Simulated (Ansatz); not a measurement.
# Si2W (I4/mmm) under uniaxial strain along c

Aim: how do the optical modes of Si2W (I4/mmm) shift and split under this strain?

Program: Ansatz 0.2.0. Level of theory: DFT PBEsol, scalar-relativistic, plane waves, PAW; PAW set soft_1. Results are calculated unless marked as measured.

Report form: the programs' logs are mostly left out.

### Step 1. Set-up

The structure is tetragonal, space group I4/mmm (No. 139). Conventional cell: a = 3.214 Å, b = 3.214 Å, c = 7.830 Å, α = 90.00°, β = 90.00°, γ = 90.00°. Si has 5 Si at 2.59 to 2.63 Å and 5 W at 2.62 Å nearest. Nearest to W lie 10 Si at 2.62 Å. Farther neighbours are not listed.

Structure file:

```cif
data_structure
_symmetry_space_group_name_H-M 'I4/mmm'
_symmetry_Int_Tables_number 139
_cell_length_a 3.2138
_cell_length_b 3.2138
_cell_length_c 7.8299
_cell_angle_alpha 90.000
_cell_angle_beta 90.000
_cell_angle_gamma 90.000
_cell_volume 80.87
loop_
_atom_site_label
_atom_site_type_symbol
_atom_site_symmetry_multiplicity
_atom_site_Wyckoff_symbol
_atom_site_fract_x
_atom_site_fract_y
_atom_site_fract_z
_atom_site_occupancy
Si1 Si 4 e 0.00000 0.00000 0.33470 1
W1 W 2 a 0.00000 0.00000 0.00000 1
```

### Step 2. Bringing the structure to rest

The cell and atoms are relaxed, since residual forces and stress would shift the frequencies.

The input, input.yaml:

```yaml
crystal:
  lattice:
    - [-1.6069, 1.6069, 3.91495]
    - [1.6069, -1.6069, 3.91495]
    - [1.6069, 1.6069, -3.91495]
  atoms:
    - { symbol: Si, position: [0.3347, 0.3347, 0.0] }
    - { symbol: Si, position: [0.6653, 0.6653, 0.0] }
    - { symbol: W, position: [0.0, 0.0, 0.0] }
kpoints:
  mp_grid: { grid: [18, 18, 18] }
hamiltonian:
  xc: pbesol
  pseudopotentials: { kind: paw, azcp: { folder: soft_1 }, xc_functional: pbe }
scf:
  occupations: { method: gaussian, width: 0.1 }
output:
  forces: true
  stress: true
  eigenvalues: true
relax:
  adjacent_minimum: "off"
  f_tol: 0.005
  max_steps: 80
  cell: { stress_tol: 0.05 }
```

Run with:

```
ansatz run input.yaml --threads 4 --pin off --max-ram 10240MiB --backend cpu --events-out ev --progress --plain --runs-dir out
```

Wall time 23 s (4 threads of Arm Neoverse V1, shared host); peak memory 0.58 GiB; 88 s of CPU time.

Step by step:

| step | energy less that of the first step (eV) | largest force component (eV/Å) | pressure (GPa) | volume (Å³) |
| --- | --- | --- | --- | --- |
| 1 | 0.0000 | 0.0080 | -1.91 | 40.44 |
| 2 | -0.0018 | 0.0248 | 0.80 | 39.95 |
| 3 | -0.0022 | 0.0087 | -0.01 | 40.10 |
| 4 | -0.0022 | 0.0033 | 0.00 | 40.09 |
| 5* | -0.0021 | 0.0033 | 0.00 | 40.09 |

Relaxation steps marked * repeat the geometry before them on a plane-wave basis chosen anew for their cell, so energy and pressure can jump there.

The run keeps the 16 symmetry operations that it works with, so distortions that break them were not tested.

| conventional cell, symmetrised | before | after | change |
| --- | --- | --- | --- |
| a (Å) | 3.214 | 3.203 | -0.3 % |
| b (Å) | 3.214 | 3.203 | -0.3 % |
| c (Å) | 7.830 | 7.817 | -0.2 % |
| volume (Å³/atom) | 13.48 | 13.36 | -0.8 % |

The relaxed structure:

```
Si W
1.0
    -1.60145    1.60145    3.90832
     1.60145   -1.60145    3.90832
     1.60145    1.60145   -3.90832
Si W
2 1
Direct
  0.33454 0.33454 0.00000
  0.66546 0.66546 0.00000
  0.00000 0.00000 0.00000
```

Numbers from this step:

```yaml
pressure: -0.003533 GPa
volume_per_atom: 13.36 Å³
gap_on_the_k_mesh: 0 eV
```

In this step the volume went from 13.48 to 13.36 Å³/atom.

### Step 3. Tight relaxation

Phonons need small forces and stress, so the relaxation is finished with tight tolerances on 20×20×20 k points.

The input, input.yaml:

```yaml
crystal:
  lattice:
    - [-1.6014454819, 1.6014454819, 3.908322351]
    - [1.6014454819, -1.6014454819, 3.908322351]
    - [1.6014454819, 1.6014454819, -3.908322351]
  atoms:
    - { symbol: Si, position: [0.3345392717, 0.3345392717, 0.0] }
    - { symbol: Si, position: [0.6654607283, 0.6654607283, 0.0] }
    - { symbol: W, position: [0.0, 0.0, 0.0] }
kpoints:
  mp_grid: { grid: [20, 20, 20] }
hamiltonian:
  xc: pbesol
  pseudopotentials: { kind: paw, azcp: { folder: soft_1 }, xc_functional: pbe }
scf:
  occupations: { method: methfessel_paxton, width: 0.2 }
output:
  forces: true
  stress: true
  eigenvalues: true
  write_density: true
  write_potential: true
  elf: true
  volumetric_format: npy
relax:
  adjacent_minimum: "off"
  f_tol: 0.001
  max_steps: 60
  cell: { stress_tol: 0.01 }
```

Elapsed: 25 s, on 4 threads; peak memory 0.66 GiB; 97 s of CPU time.

Little changed from the start: no atom moved by 0.005 Å and no cell edge by 0.1 %.

This step gave:

| Property | Result |
| --- | --- |
| pressure | -1.25e-5 GPa |

Electrostatic potential energy in the ac plane of the conventional cell at fractional y = 0.000, with atoms of Si and W within 0.2 Å of it. With pseudopotentials it is smooth inside the atoms' cores, unlike the true potential.

Ten even steps from '_' (-29 eV) to '@' (18 eV), each cell a mean:
```
______::++%%@@@@@@##==..____
____::++##@@@@@@@@%%##==..__
==++**%%@@@@@@@@@@@@%%##**++
%%%%@@@@@@@@@@@@@@@@@@@@%%%%
%%%%%%@@@@@@@@@@@@@@@@@@%%%%
====**%%@@@@@@@@@@@@%%##++==
--::::++%%@@@@@@@@@@##==::::
%%++::--##@@@@@@@@%%**::::**
**--::==##@@@@@@@@%%##--::==
::::==##%%@@@@@@@@@@%%**--::
**##%%%%@@@@@@@@@@@@@@%%##**
%%%%@@@@@@@@@@@@@@@@@@@@@@%%
%%%%%%@@@@@@@@@@@@@@@@@@%%%%
--==**%%@@@@@@@@@@@@%%##++==
--::::++%%@@@@@@@@@@##==::::
%%++::--##@@@@@@@@%%**::::**
++--::==##@@@@@@@@%%##--::==
::::==##%%@@@@@@@@@@%%**--::
**##%%@@@@@@@@@@@@@@@@%%####
%%%%@@@@@@@@@@@@@@@@@@@@@@%%
**##%%%%@@@@@@@@@@@@@@%%####
::::==**%%@@@@@@@@@@%%**--::
______--**%%@@@@@@%%++::____
______..++%%@@@@@@##==..____
```
Columns run along a (3.2 Å; values clipped at the 3rd and 97th percentile), rows up along c (7.8 Å), edges of the conventional cell, whose origin can differ from the input's. Atoms in or near the plane, at fractional coordinates: Si at (0.00, 0.33), Si at (0.00, 0.67), W at (0.00, 0.00).

ELF in the ac plane of the conventional cell at fractional y = 0.000, with atoms of Si and W within 0.2 Å of it. It is the smooth field of the valence electrons, not physical close to the nuclei.

Ten even steps from '0' (0.11) to '9' (0.73), each cell a mean:
```
46862124213785
77631234312477
33322334332233
44443322233444
98764210135788
99874100025789
55565200135655
53356421256534
33478643478643
34688654578864
55777544567765
55565444455655
55666544456665
45787654578865
23588644578753
53467532367534
54455310145544
77764200025777
99874200025799
66654221234566
22223333333222
66421234322356
68851134212687
04862023203773
```
Columns run along a (3.2 Å), rows up along c (7.8 Å), edges of the conventional cell, whose origin can differ from the input's. Atoms in or near the plane, at fractional coordinates: Si at (0.00, 0.33), Si at (0.00, 0.67), W at (0.00, 0.00).

Valence density in the ac plane of the conventional cell at fractional y = 0.000, with atoms of Si and W within 0.2 Å of it. It is the smooth field of the valence electrons, not physical close to the nuclei.

Values in e/Å³, 24 rows by 14 columns, each cell a mean:
```
5.6 5.5 4.1 2.0 0.7 0.3 0.3 0.3 0.3 0.4 0.9 2.5 4.8 5.6
3.8 3.3 2.1 1.0 0.5 0.3 0.3 0.2 0.3 0.3 0.6 1.3 2.5 3.5
1.1 1.0 0.7 0.5 0.3 0.3 0.2 0.2 0.2 0.3 0.4 0.5 0.8 1.0
0.5 0.4 0.4 0.3 0.3 0.2 0.2 0.2 0.2 0.2 0.3 0.3 0.4 0.4
0.4 0.4 0.4 0.3 0.3 0.2 0.2 0.2 0.2 0.2 0.3 0.3 0.4 0.4
0.4 0.4 0.4 0.3 0.3 0.2 0.2 0.2 0.2 0.2 0.3 0.4 0.4 0.4
0.3 0.3 0.3 0.3 0.3 0.2 0.2 0.2 0.2 0.2 0.3 0.3 0.3 0.3
0.1 0.2 0.3 0.3 0.3 0.3 0.2 0.2 0.2 0.3 0.3 0.3 0.2 0.2
0.2 0.2 0.3 0.4 0.4 0.3 0.2 0.2 0.2 0.3 0.4 0.4 0.3 0.2
0.3 0.3 0.4 0.4 0.4 0.3 0.3 0.2 0.3 0.3 0.4 0.4 0.4 0.3
0.4 0.4 0.4 0.4 0.3 0.3 0.3 0.3 0.3 0.3 0.3 0.4 0.4 0.4
0.3 0.3 0.3 0.3 0.3 0.3 0.3 0.3 0.3 0.3 0.3 0.3 0.3 0.3
0.4 0.4 0.3 0.3 0.3 0.3 0.3 0.3 0.3 0.3 0.3 0.3 0.3 0.4
0.4 0.4 0.4 0.4 0.3 0.3 0.3 0.2 0.3 0.3 0.4 0.4 0.4 0.4
0.2 0.3 0.4 0.4 0.4 0.3 0.2 0.2 0.3 0.3 0.4 0.4 0.3 0.3
0.1 0.2 0.3 0.4 0.3 0.3 0.2 0.2 0.2 0.3 0.4 0.3 0.2 0.2
0.2 0.2 0.3 0.3 0.3 0.2 0.2 0.2 0.2 0.3 0.3 0.3 0.3 0.2
0.4 0.4 0.4 0.3 0.3 0.2 0.2 0.2 0.2 0.2 0.3 0.4 0.4 0.4
0.5 0.4 0.4 0.3 0.3 0.2 0.2 0.2 0.2 0.2 0.3 0.3 0.4 0.5
0.4 0.4 0.4 0.3 0.3 0.2 0.2 0.2 0.2 0.2 0.3 0.3 0.4 0.4
0.6 0.6 0.5 0.4 0.3 0.2 0.2 0.2 0.2 0.3 0.3 0.4 0.5 0.6
2.3 2.0 1.2 0.7 0.4 0.3 0.3 0.2 0.3 0.3 0.4 0.8 1.5 2.1
5.2 4.8 3.2 1.5 0.6 0.3 0.3 0.3 0.3 0.4 0.8 1.9 3.9 5.0
5.3 5.7 4.6 2.3 0.8 0.3 0.3 0.3 0.3 0.4 1.1 2.9 5.2 5.6
```
Columns run along a (3.2 Å), rows up along c (7.8 Å), edges of the conventional cell, whose origin can differ from the input's. Atoms in or near the plane, at fractional coordinates: Si at (0.00, 0.33), Si at (0.00, 0.67), W at (0.00, 0.00).

The largest force component left is 0.18 meV/Å and the pressure is 0.000 GPa, within the tolerances set. The cell now holds 13.36 Å³/atom.

### Step 4. Zone-centre response at rest

The force constants come from the linear response of the density to a displacement.

The modes at rest are the reference of the series.

input.yaml, the sections that differ from step 3:

```yaml
crystal:
  lattice:
    - [-1.6014718129, 1.6014718129, 3.9079583359]
    - [1.6014718129, -1.6014718129, 3.9079583359]
    - [1.6014718129, 1.6014718129, -3.9079583359]
  atoms:
    - { symbol: Si, position: [0.3345353614, 0.3345353614, 0.0] }
    - { symbol: Si, position: [0.6654646386, 0.6654646386, 0.0] }
    - { symbol: W, position: [0.0, 0.0, 0.0] }
output:
  eigenvalues: true
phonons:
  method: dfpt
# kpoints, hamiltonian, scf: as in step 3
# relax: removed
```

Wall time 98 s (4 threads); peak memory 2.1 GiB; 6.3 min of CPU time.

This step gave:

```yaml
sum_rule_residual_before_enforcement: 1.18e-5 eV/Å²
point_group: 4/mmm
highest_optical_mode_at_the_zone_centre_no_lo_to_term: 449.0 cm⁻¹
lowest_optical_zone_centre_mode: 262.2 cm⁻¹
```

Patterns of degenerate modes are one choice out of their space. The modes at Γ (shares of kinetic energy by element, %):

| mode | frequency (cm⁻¹) | symmetry | Si % | W % |
| --- | --- | --- | --- | --- |
| 1 | 0.0 | acoustic | 23 | 77 |
| 2 | 0.0 | acoustic | 23 | 77 |
| 3 | 0.0 | acoustic | 23 | 77 |
| 4 | 262.2 | Eu | 77 | 23 |
| 5 | 262.2 | Eu | 77 | 23 |
| 6 | 305.4 | A2u | 77 | 23 |
| 7 | 341.1 | Eg | 100 | 0 |
| 8 | 341.1 | Eg | 100 | 0 |
| 9 | 449.0 | A1g | 100 | 0 |

Displacements in mode 4 (262.2 cm⁻¹), the largest set to 1:
```
Si1 -0.11  1.00  0.00
Si2 -0.11  1.00  0.00
W3   0.03 -0.31  0.00
```

Displacements in mode 6 (305.4 cm⁻¹), the largest set to 1:
```
Si1  0.00  0.00  1.00
Si2  0.00  0.00  1.00
W3   0.00  0.00 -0.31
```

Before it was imposed, the acoustic sum rule was missed by 1.2e-5 eV/Å². Small misses are needed for a sound result but don't prove that mesh and cutoff are converged. The lowest optical mode is real, 262 cm⁻¹.

### Step 5. Relaxation of a member: uniaxial strain of +4 % along c

The cell takes a uniaxial strain of +4 % along c. The strained length and the angles are held, while the rest of the cell and the atoms relax.

input.yaml, the sections that differ from step 4:

```yaml
crystal:
  lattice:
    - [-1.593141209, 1.593141209, 4.0642766694]
    - [1.593141209, -1.593141209, 4.0642766694]
    - [1.593141209, 1.593141209, -4.0642766694]
  atoms:
    - { symbol: Si, position: [0.3351262128, 0.3351262128, 0.0] }
    - { symbol: Si, position: [0.6648737872, 0.6648737872, 0.0] }
    - { symbol: W, position: [0.0, 0.0, 0.0] }
  conventional_axes: [[0, 1, 1], [1, 0, 1], [1, 1, 0]]
output:
  forces: true
  stress: true
  eigenvalues: true
relax:
  adjacent_minimum: "off"
  f_tol: 0.001
  max_steps: 60
  cell: { stress_tol: 0.01, fix: [c, angles] }
# kpoints, hamiltonian, scf: as in step 4
# phonons: removed
```

Wall time 33 s (4 threads); peak memory 0.66 GiB.

Relaxation path:

| step | energy less that of the first step (eV) | largest force component (eV/Å) | pressure (GPa) | volume (Å³) |
| --- | --- | --- | --- | --- |
| 1 | 0.0000 | 0.0420 | -6.57 | 41.26 |
| 2 | -0.0004 | 0.0052 | -5.33 | 41.03 |
| 3 | -0.0006 | 0.0059 | -5.79 | 41.12 |
| 4 | -0.0006 | 0.0020 | -5.79 | 41.12 |
| 5 | -0.0006 | 0.0000 | -5.79 | 41.12 |
| 6* | -0.0005 | 0.0000 | -5.79 | 41.12 |

Relaxation steps marked * repeat the geometry before them on a plane-wave basis chosen anew for their cell, so energy and pressure can jump there.

The run keeps the 16 symmetry operations that it works with, so distortions that break them were not tested.

| conventional cell, symmetrised | before | after | change |
| --- | --- | --- | --- |
| a (Å) | 3.186 | 3.181 | -0.2 % |
| b (Å) | 3.186 | 3.181 | -0.2 % |
| c (Å) | 8.129 | 8.129 | +0.0 % |
| volume (Å³/atom) | 13.75 | 13.71 | -0.3 % |

The relaxed structure:

```cif
data_structure
_symmetry_space_group_name_H-M 'P 1'
_symmetry_Int_Tables_number 1
_cell_length_a 4.6451
_cell_length_b 4.6451
_cell_length_c 4.6451
_cell_angle_alpha 139.957
_cell_angle_beta 139.957
_cell_angle_gamma 57.919
_cell_volume 41.12
loop_
_atom_site_label
_atom_site_type_symbol
_atom_site_fract_x
_atom_site_fract_y
_atom_site_fract_z
_atom_site_occupancy
Si1 Si 0.33538 0.33538 0.00000 1
Si2 Si 0.66462 0.66462 0.00000 1
W3 W 0.00000 0.00000 0.00000 1
```

Numbers from this step:

- pressure: -5.792 GPa
- volume per atom: 13.71 Å³

The largest force component left is 0.023 meV/Å.

### Step 6. Modes of this member: uniaxial strain of +4 % along c

The zone-centre modes follow for uniaxial strain of +4 % along c.

input.yaml, the sections that differ from step 5:

```yaml
crystal:
  lattice:
    - [-1.5903722315, 1.5903722315, 4.0642766694]
    - [1.5903722315, -1.5903722315, 4.0642766694]
    - [1.5903722315, 1.5903722315, -4.0642766694]
  atoms:
    - { symbol: Si, position: [0.3353800283, 0.3353800283, 0.0] }
    - { symbol: Si, position: [0.6646199717, 0.6646199717, 0.0] }
    - { symbol: W, position: [0.0, 0.0, 0.0] }
output:
  eigenvalues: true
phonons:
  method: dfpt
# kpoints, hamiltonian, scf: as in step 5
# relax: removed
```

Wall time 1.7 min (4 threads); peak memory 2.1 GiB.

This step gave:

```yaml
sum_rule_residual_before_enforcement: 5.95e-6 eV/Å²
highest_optical_mode_at_the_zone_centre_no_lo_to_term: 392.4 cm⁻¹
lowest_optical_zone_centre_mode: 258.4 cm⁻¹
```

Patterns of degenerate modes are one choice out of their space. Modes at Γ, with each element's share of the kinetic energy:

| mode | frequency (cm⁻¹) | symmetry | Si % | W % |
| --- | --- | --- | --- | --- |
| 1 | 0.0 | acoustic | 23 | 77 |
| 2 | 0.0 | acoustic | 23 | 77 |
| 3 | 0.0 | acoustic | 23 | 77 |
| 4 | 258.4 | Eu | 77 | 23 |
| 5 | 258.4 | Eu | 77 | 23 |
| 6 | 262.5 | A2u | 77 | 23 |
| 7 | 330.5 | Eg | 100 | 0 |
| 8 | 330.5 | Eg | 100 | 0 |
| 9 | 392.4 | A1g | 100 | 0 |

Displacements in mode 5 (258.4 cm⁻¹), the largest set to 1:
```
Si1 -0.05  1.00  0.00
Si2 -0.05  1.00  0.00
W3   0.01 -0.31  0.00
```

Displacements in mode 8 (330.5 cm⁻¹), the largest set to 1:
```
Si1  0.12  1.00  0.00
Si2 -0.12 -1.00  0.00
W3   0.00  0.00  0.00
```

The lowest optical mode is real, 258 cm⁻¹, and the highest lies at 392.4 cm⁻¹.

For the highest optical mode at the zone centre (no LO-TO term), step 4 gave 449 cm⁻¹; this run, with strain 4 %, gives 392 cm⁻¹ (-13 %).

### Step 7. Relaxation of a member: uniaxial strain of -4 % along c

The cell takes a uniaxial strain of -4 % along c. The strained length and the angles are held, while the rest of the cell and the atoms relax.

input.yaml, the sections that differ from step 6:

```yaml
crystal:
  lattice:
    - [-1.6101197178, 1.6101197178, 3.7516400023]
    - [1.6101197178, -1.6101197178, 3.7516400023]
    - [1.6101197178, 1.6101197178, -3.7516400023]
  atoms:
    - { symbol: Si, position: [0.3342807255, 0.3342807255, 0.0] }
    - { symbol: Si, position: [0.6657192745, 0.6657192745, 0.0] }
    - { symbol: W, position: [0.0, 0.0, 0.0] }
  conventional_axes: [[0, 1, 1], [1, 0, 1], [1, 1, 0]]
output:
  forces: true
  stress: true
  eigenvalues: true
relax:
  adjacent_minimum: "off"
  f_tol: 0.001
  max_steps: 60
  cell: { stress_tol: 0.01, fix: [c, angles] }
# kpoints, hamiltonian, scf: as in step 6
# phonons: removed
```

Elapsed: 29 s, on 4 threads; peak memory 0.65 GiB; 1.9 min of CPU time.

(Part 1 of 2 ends here.)

[Logs are printed without paths, hosts, clocks, repeated set-up lines and the standing remarks that a program may print on its own settings, such as how far it seeks lower states.]

[Hosts, paths, dates, database ids (printed as entryN), source tags and the programs' standing remarks are cut or masked in the printed files.]
